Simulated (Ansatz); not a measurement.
# Bands, cutoff and cost in G0W0 for YVO4 (I4_1/amd)

How do accuracy and time trade against each other in G0W0 on YVO4 (I4_1/amd)?

Program: Ansatz 0.2.0. Level of theory: G0W0 on r2SCAN, plane waves, PAW. Results are calculated unless marked as measured.

### 1. The starting structure

Symmetry: I4_1/amd, No. 141, tetragonal system. Conventional cell: a = 7.118 Å, b = 7.118 Å, c = 6.289 Å, α = 90.00°, β = 90.00°, γ = 90.00°. Y has 8 O at 2.30 to 2.43 Å nearest. Nearest to V lie 4 O at 1.71 Å. Nearest to O lie 1 V at 1.71 Å and 2 Y at 2.30 to 2.43 Å. Farther neighbours and most contacts between anions are not listed.

The cell and positions come from the Crystallography Open Database and are kept as given unless a step says otherwise. The default PAW set here is soft_2. Its files were made with PBE.

### 2. 120 empty bands, screening to 48 eV

G0W0 replaces the xc potential by the self-energy, built once from these orbitals. Only a window of levels is corrected, while the sums run over the empty bands that the input names.

Contents of input.yaml:

```yaml
crystal:
  lattice:
    - [-3.55915, 3.55915, 3.14465]
    - [3.55915, -3.55915, 3.14465]
    - [3.55915, 3.55915, -3.14465]
  atoms:
    - { symbol: "Y", position: [0.75, 0.25, 0.5] }
    - { symbol: "Y", position: [0.0, 0.0, 0.0] }
    - { symbol: V, position: [0.5, 0.5, 0.0] }
    - { symbol: V, position: [0.25, 0.75, 0.5] }
    - { symbol: O, position: [0.51, 0.3258, 0.1842] }
    - { symbol: O, position: [0.0758, 0.3916, 0.3158] }
    - { symbol: O, position: [0.1416, 0.3258, 0.8158] }
    - { symbol: O, position: [0.0758, 0.76, 0.6842] }
    - { symbol: O, position: [0.24, 0.9242, 0.3158] }
    - { symbol: O, position: [0.6742, 0.49, 0.8158] }
    - { symbol: O, position: [0.6084, 0.9242, 0.6842] }
    - { symbol: O, position: [0.6742, 0.8584, 0.1842] }
kpoints:
  mp_grid: { grid: [4, 4, 4] }
hamiltonian:
  xc: r2scan
scf:
  occupations: { method: fixed }
gw:
  n_empty_bands: 120
  ecut_chi: 48
  qp_bands: [v4, c4]
  qp_kpoints: band_edges
  screening: { model: contour_deformation }
```

Command:

```console
> ansatz run input.yaml --threads 3 --pin off --max-ram 92160MiB --backend cuda --events-out ev --progress --plain --runs-dir out --devices 1 --max-vram 13GiB
```

Numbers of over 12 decimals in the logs are rounded to 6 here.

Log:

```text
GPUs: using 1 of 1 available (devices: 1).
Engine: ansatz 0.2.0, x86_64-unknown-linux-gnu
Pseudopotentials: kind: paw
Pseudopotential: Y, paw, valence charge 11, recommended cutoff 500 eV (meta_gga), Y.paw.azcp
Pseudopotential: V, paw, valence charge 13, recommended cutoff 500 eV (meta_gga), V.paw.azcp
Pseudopotential: O, paw, valence charge 6, recommended cutoff 500 eV (meta_gga), O.paw.azcp
Functional definition: r2SCAN
  parameter k0 = 0.174
  parameter k1 = 0.065
  parameter a1 = 4.9479
  exchange = r2scan_x(k0 = k0, k1 = k1, a1 = a1)
  correlation = r2scan_c
device memory: the entry about to start is reckoned to put 3.4 GiB on a device that reports 49.2 GiB free (of which the cap on the GPU budget leaves the run 13.0 GiB)
GPU FFT provider: cuFFT
GPU libraries: cuBLAS 13.8.2, cuFFT 12.4.0, cuSOLVER 12.3.4
Crystal: 12 atoms, lattice volume = 159.340 Å³
Basis set: ecut = 500 eV, 4023 PW (Γ), exchange–correlation on 180×180×180 points (64 copies of the dense FFT grid, shifted against one another)
Bands: 60, of which v1, the nominal top of the filled ones, is band 48 counted from 1 (47 counted from 0)
Symmetry: 16 space group operations
Space group: I41/amd (ITA 141), of the structure as read, at distance tolerance 5.4e-5 Å
k-points: 13 of 64
Non-local potential: Y, projectors of the file, l = 0: 3, l = 1: 2, l = 2: 2, l = 3: 1
Non-local potential: V, projectors of the file, l = 0: 3, l = 1: 2, l = 2: 3, l = 3: 1
Non-local potential: O, projectors of the file, l = 0: 2, l = 1: 2, l = 2: 1
PAW form: soft (Blöchl's): semilocal exchange-correlation on the pseudo side does not see the compensation charge
PAW frozen core: Y, regenerated for the run's functional (the file was generated under x = pbe(κ = 0.804, μ = 0.219515), c = pbe(β = 0.066725))
PAW frozen core: V, regenerated for the run's functional (the file was generated under x = pbe(κ = 0.804, μ = 0.219515), c = pbe(β = 0.066725))
PAW frozen core: O, regenerated for the run's functional (the file was generated under x = pbe(κ = 0.804, μ = 0.219515), c = pbe(β = 0.066725))
PAW one-centre angular grid: Y, 590 points (default); XC on 160 Gauss nodes
PAW one-centre angular grid: V, 590 points (default); XC on 160 Gauss nodes
PAW one-centre angular grid: O, 302 points (default); XC on 160 Gauss nodes
Initial density: superposition of atomic densities (neutral atoms: chi_scale 0, normalization atom), corrected by the library's trained network
Initial wavefunctions: pseudopotential atomic-orbital guess
GPU buffer pool allocated for 91125 grid points (all kernels)
GPU transforms: local potential and band sums: pruned to the plane-wave sphere, on 45×45×45
Functional: x = r2scan, c = r2scan; τ floored in thin density (d = 2e-4 eV/Å³)
SCF iter   1: F=—  HF=-18120.950471 eV  |F-HF|=—  |Δ(HF+E_count)|=         —  Δρ=2.54e-2  dr2=1.29e0  dr2_τ=7.44e-1  ethr=1.77e-3  ⟨swp⟩=3.4  Hψ=2294  notcnv=0  defer=107
preconditioner: auto → Resta (q_TF=auto, 2.507 Å⁻¹)  ε∞=4.4  [insulator: Δε(μ)=3.796 eV  Ē_g=13.914 eV  n_scr=46 (ndim 8)  ℏωp=25.6 eV  f_vac=0.071  ε∞_Penn≈4.4]
SCF iter   2: F=—  HF=-18121.159492 eV  |F-HF|=—  |Δ(HF+E_count)|=   2.09e-1  Δρ=2.62e-2  dr2=1.18e0  dr2_τ=1.12e-1  ethr=1.35e-3  ⟨swp⟩=2.7  Hψ=1540  notcnv=0  defer=117
SCF iter   3: F=—  HF=-18121.014410 eV  |F-HF|=—  |Δ(HF+E_count)|=   1.45e-1  Δρ=4.16e-3  dr2=2.01e-2  dr2_τ=1.18e-3  ethr=1.23e-3  ⟨swp⟩=2.0  Hψ=1035  notcnv=0  defer=101
SCF iter   4: F=—  HF=-18121.015561 eV  |F-HF|=—  |Δ(HF+E_count)|=   1.15e-3  Δρ=3.73e-3  dr2=2.62e-2  dr2_τ=1.14e-3  ethr=2.09e-5  ⟨swp⟩=2.0  Hψ=1320  notcnv=0  defer=125
SCF iter   5: F=—  HF=-18121.012412 eV  |F-HF|=—  |Δ(HF+E_count)|=   3.15e-3  Δρ=5.05e-4  dr2=4.26e-4  dr2_τ=1.34e-5  ethr=2.09e-5  ⟨swp⟩=2.0  Hψ=1013  notcnv=0  defer=126
SCF iter   6: F=—  HF=-18121.012429 eV  |F-HF|=—  |Δ(HF+E_count)|=   1.71e-5  Δρ=3.00e-4  dr2=1.86e-4  dr2_τ=5.79e-6  ethr=4.44e-7  ⟨swp⟩=2.0  Hψ=1278  notcnv=0  defer=129
SCF iter   7: F=—  HF=-18121.012409 eV  |F-HF|=—  |Δ(HF+E_count)|=   1.99e-5  Δρ=1.12e-4  dr2=2.62e-5  dr2_τ=3.13e-7  ethr=1.93e-7  ⟨swp⟩=2.0  Hψ=801  notcnv=0  defer=101
SCF iter   8: F=—  HF=-18121.012406 eV  |F-HF|=—  |Δ(HF+E_count)|=   3.38e-6  Δρ=1.17e-5  dr2=3.07e-7  dr2_τ=4.42e-9  ethr=2.73e-8  ⟨swp⟩=1.0  Hψ=780  notcnv=0  defer=101
SCF iter   9: F=-18121.012406 eV  HF=-18121.012406 eV  |F-HF|=2.76e-8  |Δ(HF+E_count)|=   1.47e-8  Δρ=4.09e-6  dr2=3.30e-8  dr2_τ=8.01e-10  ethr=1.04e-10  ⟨swp⟩=9.4  Hψ=2550  notcnv=0
SCF 1 converged in 9 iterations: F = -18121.012406 eV  dr2 = 3.30e-8
  greatest PAW one-centre occupation: 1.000 electrons in one spin orbital (limit 2), on the V atom at site 3 (counted from 0), in its partial waves of l = 0
device memory: the entry about to start is reckoned to put 4.1 GiB (of the 4.1 GiB reckoned in all, the device holds 0.1 GiB already) on a device that reports 48.6 GiB free (of which the cap on the GPU budget leaves the run 12.9 GiB)
NSCF: frozen V_eff on 13 k-points
the band table was solved once the SCF had ended and its energy, with any forces and stress, was formed, with the checks that follow a solve (2870 applications of the Hamiltonian). They found nothing against the state; the energy, forces and stress were not computed again (output.eigenvalues in the input reference)
device memory: the entry about to start is reckoned to put 2.7 GiB on a device that reports 46.1 GiB free (of which the cap on the GPU budget leaves the run 13.0 GiB)
NSCF: frozen V_eff on 13 k-points
G₀W₀ screening: q 1/13
[... further progress lines ...]
device memory: the entry about to start is reckoned to put 0.8 GiB on a device that reports 50.1 GiB free (of which the cap on the GPU budget leaves the run 13.0 GiB)
NSCF: frozen V_eff on 1 k-points
SCF converged after 9 iterations
Free energy (F): -18121.012406 eV
Harris-Foulkes:  -18121.012406 eV  (|F-HF|=2.76e-8)
Internal energy: -18121.012406 eV  (E = F + TS)
E sigma→0 (E₀):  -18121.012406 eV
Fermi energy:    5.904425 eV
--- Per-component energies (eV) ---
  E_band       = -943.820325
  E_kinetic    = 2693.330111
  E_local      = -7290.868714  (includes V_loc(G=0)·N_el)
  E_nonlocal   = 373.648479
  E_hartree    = 2816.218399
  E_xc         = -1180.358591
  E_vxc        = -1665.530542  (∫ρ·V_xc dr)
  E_paw        = -9198.305144  (= ΣΔE_a)
  E_vpaw       = -791.999876  (= ΣTr[D̂ρ^β])
  E_aug_tail   = 0.008727  (compensation charges beyond the density's cutoff)
  E_vtau       = 105.147728  (kinetic-family band-sum trace: ∫τ·v_τ [+ j·A + Jᵃ·Aᵃ] dr)
  E_ewald      = -6333.590677
  E_core_change = -1.094996  (= ΣΔE_core)
  E_smearing   = -0.000000  (= −TS)
  E_closure    = 0.000000  (closes the sum)
  Σ components = -18121.012406   (vs F -18121.012406, Δ=0.00e0)
--- Band table (eV; the first three rows and the last of 13) ---
  k-point 0: bands = [... 44 lower, 5.5094, 5.5160, 5.5160, 5.9044, 9.2255, 9.9472, 10.1501, 10.1658, ... 8 higher]
  k-point 1: bands = [... 44 lower, 5.3305, 5.3888, 5.5239, 5.7745, 9.4763, 9.9507, 10.0550, 10.2326, ... 8 higher]
  k-point 2: bands = [... 44 lower, 5.1321, 5.1321, 5.5399, 5.5399, 9.9199, 9.9199, 10.0606, 10.0606, ... 8 higher]
  k-point 12: bands = [... 44 lower, 5.0933, 5.0933, 5.3481, 5.3481, 9.9737, 9.9737, 10.2169, 10.2169, ... 8 higher]
--- G₀W₀: contour deformation, 6 samples at zero and on the imaginary axis and 1 off it, 64 q-points, 120 empty bands' worth ---
  eigenvalues of the whole cell's RPA ε∞ on this k-mesh (on a slab, of 1 + 4πα/V) = 3.5166, 3.5166, 4.2617; static W/v taken at q = 0 is 0.266277
  bands read: the sum over 168 bands ends inside a degenerate multiplet in 2 slots, whose members it reads at an even weight; the widest, k=0: bands 168 to 169 (counted from 1) at 1/2 each
  gw.qp_kpoints: band_edges: 11 of 13 stored k-points solved, in 1 pass; an edge of the gap read off the rows below is read off those points alone
    valence top: of the k-points left out ik 11 came nearest to being solved in a further pass, in band 47 (counted from 1, as in the quasiparticle table): it holds the edge there only if its correction is more favourable than any solved in that band by at least 0.487 eV; those differ by 0.113 eV
    conduction bottom: of the k-points left out ik 11 came nearest to being solved in a further pass, in band 49 (counted from 1, as in the quasiparticle table): it holds the edge there only if its correction is more favourable than any solved in that band by at least 0.729 eV; those differ by 0.230 eV
  `?` marks the rows in doubt; gw_qp.tsv's column doubts and the gw_qp event give each row's grounds
    ik  band        ε_KS         Σx   Σc(E_QP)       V_xc       Z   E_QP_lin       E_QP  E_QP is
     0    45      5.5094   -25.7103     4.6423   -21.0292  0.7597     5.4706     5.4706  root
     0    46      5.5160   -25.4190     4.6044   -20.7690  0.7596     5.4704     5.4705  root
     0    47      5.5160   -25.4190     4.6044   -20.7690  0.7596     5.4704     5.4705  root
     0    48      5.9044   -25.6194     4.6159   -20.9616  0.7585     5.8626     5.8626  root
     0    49      9.2255   -14.7300    -5.1893   -22.0077  0.7700    11.3762    11.3139  root
     0    50      9.9472   -16.4076    -5.6983   -24.4406  0.7522    12.3788    12.2820  root
     0    51     10.1501   -16.5038    -5.3942   -24.2237  0.7529    12.5732    12.4758  root
     0    52     10.1658   -16.6723    -5.1283   -24.0892  0.7509    12.5476    12.4543  root
     1    45      5.3305   -25.1932     4.5506   -20.5856  0.7578     5.2735     5.2736  root
     1    46      5.3888   -25.2856     4.6224   -20.5946  0.7580     5.3201     5.3202  root
     1    47      5.5239   -25.5054     4.6433   -20.8019  0.7577     5.4638     5.4638  root
     1    48      5.7745   -25.5078     4.6287   -20.8182  0.7579     5.7135     5.7136  root
     1    49      9.4763   -15.1183    -5.1662   -22.4073  0.7663    11.6668    11.5992  root
     1    50      9.9507   -16.3430    -5.6176   -24.2799  0.7535    12.3644    12.2699  root
     1    51     10.0550   -16.2237    -5.3866   -23.9065  0.7556    12.4431    12.3513  root
     1    52     10.2326   -16.9603    -5.2097   -24.4861  0.7475    12.6483    12.5487  root
     2    45      5.1321   -25.1699     4.6655   -20.3990  0.7548     5.0266     5.0268  root
     2    46      5.1321   -25.1699     4.6655   -20.3990  0.7548     5.0266     5.0268  root
     2    47      5.5399   -25.3272     4.6483   -20.5925  0.7565     5.4533     5.4534  root
     2    48      5.5399   -25.3272     4.6483   -20.5925  0.7565     5.4533     5.4534  root
     2    49      9.9199   -15.9916    -5.3962   -23.6443  0.7573    12.2621    12.1763  root
     2    50      9.9199   -15.9916    -5.3962   -23.6443  0.7573    12.2621    12.1763  root
     2    51     10.0606   -16.4541    -5.3062   -24.0426  0.7526    12.4346    12.3428  root
     2    52     10.0606   -16.4541    -5.3062   -24.0426  0.7526    12.4346    12.3428  root
[...]
9    51     10.0498   -16.5120    -5.4850   -24.3197  0.7531    12.4682    12.3725  root
     9    52     10.2038   -16.9200    -5.3481   -24.5890  0.7461    12.6263    12.5247  root ?
    10    45      5.2291   -25.0245     4.6828   -20.2062  0.7538     5.0933     5.0936  root
    10    46      5.2925   -25.3425     4.6323   -20.6414  0.7568     5.2236     5.2237  root
    10    47      5.4644   -25.5291     4.6401   -20.8321  0.7591     5.4075     5.4076  root
    10    48      5.6319   -25.4027     4.6254   -20.7057  0.7575     5.5602     5.5603  root
    10    49      9.6966   -15.5643    -5.1726   -22.9035  0.7616    11.9380    11.8631  root
    10    50      9.9408   -16.2932    -5.5679   -24.1751  0.7546    12.3478    12.2548  root
    10    51     10.0165   -16.2263    -5.4201   -23.9455  0.7561    12.4069    12.3155  root
    10    52     10.2685   -17.0896    -5.2430   -24.6597  0.7458    12.6981    12.5955  root ?
```

Wall time 20 s (1 × NVIDIA H100 80GB HBM3 (shared by 6 runs) with 3 threads of AMD EPYC 7R13 (Zen 3), shared host); peak memory 1.5 GiB.

This step gave:

* bands summed: 168
* RPA ε∞ on this mesh (eigenvalues): 3.517, 3.517, 4.262
* plane waves in the screening matrix: 123
* q-points in the mesh: 64
* G0W0 gap on the mesh: 5.451 eV
* k of the valence top: 0, 0, 0
* k of the conduction bottom: 0, 0, 0
* starting gap on the mesh: 3.321 eV
* Z at the valence top: 0.7585
* Z at the conduction bottom: 0.7700
* least direct G0W0 gap on the computed points: 5.451 eV

The gap on the mesh goes from 3.32 eV to 5.45 eV, a correction of +2.13 eV. Between the two edge states, bare exchange in place of the xc potential would open the gap by 11.94 eV, and correlation takes back 9.81 eV.

### 3. 340 empty bands, screening to 96 eV

Bands and screening cutoff are moved together, since each hides the error of the other.

Edit input.yaml of step 2 so:

```diff
@@ -25,4 +25,4 @@
 gw:
-  n_empty_bands: 120
-  ecut_chi: 48
+  n_empty_bands: 340
+  ecut_chi: 96
   qp_bands: [v4, c4]
```

Log:

```text
GPUs: using 1 of 1 available (devices: 1).
[...]
GPU FFT provider: cuFFT
GPU libraries: cuBLAS 13.8.2, cuFFT 12.4.0, cuSOLVER 12.3.4
Crystal: 12 atoms, lattice volume = 159.340 Å³
Basis set: ecut = 500 eV, 4023 PW (Γ), exchange–correlation on 180×180×180 points (64 copies of the dense FFT grid, shifted against one another)
Bands: 60, of which v1, the nominal top of the filled ones, is band 48 counted from 1 (47 counted from 0)
Symmetry: 16 space group operations
[...]
k-points: 13 of 64
[...]
GPU buffer pool allocated for 91125 grid points (all kernels)
[...]
SCF iter   1: F=—  HF=-18120.950471 eV  |F-HF|=—  |Δ(HF+E_count)|=         —  Δρ=2.54e-2  dr2=1.29e0  dr2_τ=7.44e-1  ethr=1.77e-3  ⟨swp⟩=3.4  Hψ=2294  notcnv=0  defer=107
[...]
SCF iter   9: F=-18121.012406 eV  HF=-18121.012406 eV  |F-HF|=2.76e-8  |Δ(HF+E_count)|=   1.47e-8  Δρ=4.09e-6  dr2=3.30e-8  dr2_τ=8.01e-10  ethr=1.04e-10  ⟨swp⟩=9.4  Hψ=2550  notcnv=0
SCF 1 converged in 9 iterations: F = -18121.012406 eV  dr2 = 3.30e-8
[...]
NSCF: frozen V_eff on 13 k-points
[...]
G₀W₀ screening: q 1/13
[... further progress lines ...]
[...]
SCF converged after 9 iterations
Free energy (F): -18121.012406 eV
[...]
Internal energy: -18121.012406 eV  (E = F + TS)
E sigma→0 (E₀):  -18121.012406 eV
Fermi energy:    5.904425 eV
[...]
--- Band table (eV; the first three rows and the last of 13) ---
  k-point 0: bands = [... 44 lower, 5.5094, 5.5160, 5.5160, 5.9044, 9.2255, 9.9472, 10.1501, 10.1658, ... 8 higher]
  k-point 1: bands = [... 44 lower, 5.3305, 5.3888, 5.5239, 5.7745, 9.4763, 9.9507, 10.0550, 10.2326, ... 8 higher]
  k-point 2: bands = [... 44 lower, 5.1321, 5.1321, 5.5399, 5.5399, 9.9199, 9.9199, 10.0606, 10.0606, ... 8 higher]
  k-point 12: bands = [... 44 lower, 5.0933, 5.0933, 5.3481, 5.3481, 9.9737, 9.9737, 10.2169, 10.2169, ... 8 higher]
[...]
0    45      5.5094   -25.7103     4.4458   -21.0292  0.7518     5.2734     5.2741  root
     0    46      5.5160   -25.4190     4.4059   -20.7690  0.7518     5.2711     5.2719  root
     0    47      5.5160   -25.4190     4.4059   -20.7690  0.7518     5.2711     5.2719  root
     0    48      5.9044   -25.6194     4.4376   -20.9616  0.7498     5.6836     5.6843  root
     0    49      9.2255   -14.7300    -5.6606   -22.0077  0.7627    10.8778    10.8426  root
     0    50      9.9472   -16.4076    -6.2036   -24.4406  0.7447    11.8309    11.7767  root
     0    51     10.1501   -16.5038    -5.8801   -24.2237  0.7451    12.0453    11.9899  root
     0    52     10.1658   -16.6723    -5.5926   -24.0892  0.7416    12.0451    11.9900  root
[...]
10    49      9.6966   -15.5643    -5.6402   -22.9035  0.7534    11.4386    11.3955  root
    10    50      9.9408   -16.2932    -6.0673   -24.1751  0.7471    11.8076    11.7554  root
    10    51     10.0165   -16.2263    -5.9099   -23.9455  0.7485    11.8775    11.8258  root
    10    52     10.2685   -17.0896    -5.7116   -24.6597  0.7361    12.1874    12.1270  root
```

The job ended after 49 s (1 × NVIDIA H100 80GB HBM3 (shared by 6 runs) with 3 threads; peak memory 2 GiB).

Numbers from this step:

| Property | Result |
| --- | --- |
| bands summed | 388 |
| RPA ε∞ on this mesh (eigenvalues) | 3.498, 3.498, 4.222 |
| plane waves in the screening matrix | 349 |
| q-points in the mesh | 64 |
| G0W0 gap on the mesh | 5.158 eV |
| k of the valence top | 0, 0, 0 |
| k of the conduction bottom | 0, 0, 0 |
| starting gap on the mesh | 3.321 eV |
| Z at the valence top | 0.7498 |
| Z at the conduction bottom | 0.7627 |
| least direct G0W0 gap on the computed points | 5.158 eV |

Against the run with 4×4×4 mesh, 120 empty bands, screening to 48 eV, the gap moves by −0.29 eV.

### 4. 732 empty bands, screening to 160 eV

Edit input.yaml of step 3 so:

```diff
@@ -25,4 +25,4 @@
 gw:
-  n_empty_bands: 340
-  ecut_chi: 96
+  n_empty_bands: 732
+  ecut_chi: 160.0
   qp_bands: [v4, c4]
```

Log:

```text
GPUs: using 1 of 1 available (devices: 1).
[...]
GPU FFT provider: cuFFT
GPU libraries: cuBLAS 13.8.2, cuFFT 12.4.0, cuSOLVER 12.3.4
Crystal: 12 atoms, lattice volume = 159.340 Å³
Basis set: ecut = 500 eV, 4023 PW (Γ), exchange–correlation on 180×180×180 points (64 copies of the dense FFT grid, shifted against one another)
Bands: 60, of which v1, the nominal top of the filled ones, is band 48 counted from 1 (47 counted from 0)
[...]
0    52     10.1658   -16.6723    -5.8648   -24.0892  0.7368    11.7567    11.7179  root
[...]
10    49      9.6966   -15.5643    -5.8949   -22.9035  0.7491    11.1713    11.1408  root
    10    50      9.9408   -16.2932    -6.3414   -24.1751  0.7430    11.5179    11.4813  root
    10    51     10.0165   -16.2263    -6.1822   -23.9455  0.7443    11.5897    11.5535  root
    10    52     10.2685   -17.0896    -5.9905   -24.6597  0.7311    11.8904    11.8480  root
[key lines of the parts left out:]
SCF converged after 9 iterations
Free energy (F): -18121.012406 eV
Fermi energy:    5.904425 eV
```

Run time: 1.9 min. Hardware: 1 × NVIDIA H100 80GB HBM3 (shared by 6 runs) with 3 threads; peak memory 3.1 GiB; 2.8 min of CPU time.

Numbers from this step:

```
bands summed                                 : 780
RPA ε∞ on this mesh (eigenvalues)            : 3.483, 3.483, 4.204
plane waves in the screening matrix          : 703
G0W0 gap on the mesh                         : 5.160 eV
k of the valence top                         : 0, 0, 0
k of the conduction bottom                   : 0, 0, 0
starting gap on the mesh                     : 3.321 eV
least direct G0W0 gap on the computed points : 5.160 eV
```

Against the run with 4×4×4 mesh, 340 empty bands, screening to 96 eV, the gap moves by +0.002 eV.

(Part 1 of 2 ends here.)

[Paths, hosts, dates, memory and timing lines, banners, echoed tables and standing remarks are left out of the program output.]

[Logs are printed without paths, hosts, clocks, repeated set-up lines and the standing remarks that a program may print on its own settings, such as how far it seeks lower states.]

[Runs of the session that timed out or met a known fault of the program may be left out.]

[Cells called generated may have been cut or substituted from an entry of the Crystallography Open Database or the Materials Project.]

[Hosts, paths, dates, database ids (printed as entryN), source tags and the programs' standing remarks are cut or masked in the printed files.]
